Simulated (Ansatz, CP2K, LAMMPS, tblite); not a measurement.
# Which run comes nearest? Liquid mixture of tetramethylsilane and dimethyl sulfoxide at 300 K (95 atoms)

Density of this cell: 0.693 g/cm³. The cell holds 95 atoms: 22 C, 5 Si, 66 H, 1 S and 1 O. Cell: a = 10.756 Å, b = 10.756 Å, c = 10.756 Å, α = 90.0°, β = 90.0°, γ = 90.0°. 5 tetramethylsilane, 1 dimethyl sulfoxide placed at random, at 0.693 g/cm³; overlaps pushed apart, then 10 ps at 450 K with MMFF94 bonds, angles, torsions, charges and radii (Halgren, J. Comput. Chem. 17, 490 (1996)) in harmonic and 12-6 forms. Snapshot after 20 ps at 300 K and fixed volume.

Geometry: as built.

The reference, a calculation:

| Property | Result |
| --- | --- |
| method | Kohn-Sham DFT, PBE, PAW, plane waves (Ansatz 0.2.0); cutoff 420 eV, Γ point, fermi-dirac smearing of 0.05 eV; PAW set soft_2 |
| r.m.s. force component | 0.7109 eV/Å |
| longest force | 3.594 eV/Å |
| pressure | 3.049 GPa |
| gap (highest filled to lowest empty level) | 4.199 eV |
| SCF cycles | 9 |
| time | 6.8 s on 4 threads of Arm Neoverse V2, shared host |
| CPU time | 26 s |

**Question.** The same geometry is run in other programs. How far does each lie from the reference, and what does it cost?
- CP2K PBE, SZV-MOLOPT-SR, 600/50 Ry, TC2 filter 1e-03, SCF 1e-04 (CP2K 2026.2; 1 thread)
- CP2K PBE, SZV-MOLOPT-SR, 600/50 Ry, diagonalisation (CP2K 2026.2; 1 thread)
- CP2K PBE, DZVP-UZH, 210/50 Ry, diagonalisation (CP2K 2026.2; 2 threads)
- CP2K PBEsol, PBE potentials, DZVP-UZH, 600/50 Ry, diagonalisation (CP2K 2026.2; 4 MPI ranks)
- CP2K GFN1-xTB, diagonalisation (CP2K 2026.2; 1 thread)
- CP2K PBE, SZV-MOLOPT-SR, 600/50 Ry, TC2 filter 1e-05, SCF 1e-06 (CP2K 2026.2; 1 thread)
- CP2K PBE, DZVP-UZH, 600/50 Ry, OT DIIS (CP2K 2026.2; 4 MPI ranks)
- CP2K PBE, DZVP-UZH, 600/30 Ry, diagonalisation (CP2K 2026.2; 4 MPI ranks)
- tblite GFN2-xTB (tblite 0.8.0; 1 thread)
- CP2K PBE, DZVP-UZH, 600/50 Ry, diagonalisation (CP2K 2026.2; 4 MPI ranks)

Differences are against the plane-wave reference, forces as r.m.s. over components; share is that over the reference's r.m.s. force, slope the least-squares factor from reference forces to these. Total energies of different programs have different zeros and aren't compared.

```csv
run,"Δ force, r.m.s. (meV/Å)",share (%),slope,Δ pressure (GPa),Δ gap (eV),cores,CPU time,memory (GiB)
reference,-,-,-,-,-,4,26 s,1.1
"CP2K PBE, SZV-MOLOPT-SR, 600/50 Ry, TC2 filter 1e-03, SCF 1e-04 (coarse)",1176,165,1.625,1.36,-,1,27 s,1.4
"CP2K PBE, SZV-MOLOPT-SR, 600/50 Ry, diagonalisation (coarse)",1151,162,1.620,1.35,1.79,1,2 min,2.8
"CP2K PBE, DZVP-UZH, 210/50 Ry, diagonalisation (coarse)",71.8,10.1,1.014,0.0753,0.878,2,2.6 min,0.82
"CP2K PBEsol, PBE potentials, DZVP-UZH, 600/50 Ry, diagonalisation",132,18.6,0.988,0.233,0.814,4,4 min,3.9
"CP2K GFN1-xTB, diagonalisation",207,29.1,1.039,0.529,-,1,4.7 s,0.21
"CP2K PBE, SZV-MOLOPT-SR, 600/50 Ry, TC2 filter 1e-05, SCF 1e-06 (coarse)",1153,162,1.620,1.35,-,1,51 s,1.4
"CP2K PBE, DZVP-UZH, 600/50 Ry, OT DIIS",60.9,8.57,1.010,0.0697,0.875,4,6.3 min,2.6
"CP2K PBE, DZVP-UZH, 600/30 Ry, diagonalisation (coarse)",61.0,8.58,1.010,0.0713,0.875,4,3.2 min,3.9
tblite GFN2-xTB,411,57.9,1.155,-0.005,-,1,4.5 s,0.16
"CP2K PBE, DZVP-UZH, 600/50 Ry, diagonalisation",60.9,8.57,1.010,0.0697,0.876,4,3.9 min,3.9
```

Rows marked coarse were listed beforehand as settings not expected to be converged; some can still land near the reference.

CPU time is summed over cores on a shared host, where runs went side by side, so it is rough. Symmetry, cutoffs, thresholds, outputs and thread counts weren't matched or tuned between programs; memory under MPI is the largest rank's times the ranks.

The PBE runs in local orbitals, coarse settings apart, differ by 8.6 % in each run; basis, grid and potentials can all enter. Tight binding differs by 29 % (CP2K GFN1-xTB, diagonalisation) to 58 % (tblite GFN2-xTB); it is another model, with fitted parameters of its own, and the xTB methods hold dispersion. Rows with another functional or a dispersion term differ by 19 % (CP2K PBEsol, PBE potentials, DZVP-UZH, 600/50 Ry, diagonalisation), which mixes the change of model with differences of basis and potentials, some of them made for another functional. CP2K GFN1-xTB, diagonalisation needed 76 SCF steps, so its time overstates the method's usual cost. Periodic xTB results under one method name differ between programs and library versions. The network of contacts between molecules at the start is that of the classical potential that made the cell, and needn't be the one that DFT or experiment would give. The electronic-structure runs sample only Γ, in a cell whose shortest periodic width is 11 Å.

[Logs are printed without paths, hosts, clocks, repeated set-up lines and the standing remarks that a program may print on its own settings, such as how far it seeks lower states.]

[Hosts, paths, dates, database ids (printed as entryN), source tags and the programs' standing remarks are cut or masked in the printed files.]

[The MMFF94 radii named for the starting cell were scaled by 0.96; in molecules described by MMFF94, hydrogen bound to N, O or S took a small fixed 12-6 site in their place.]
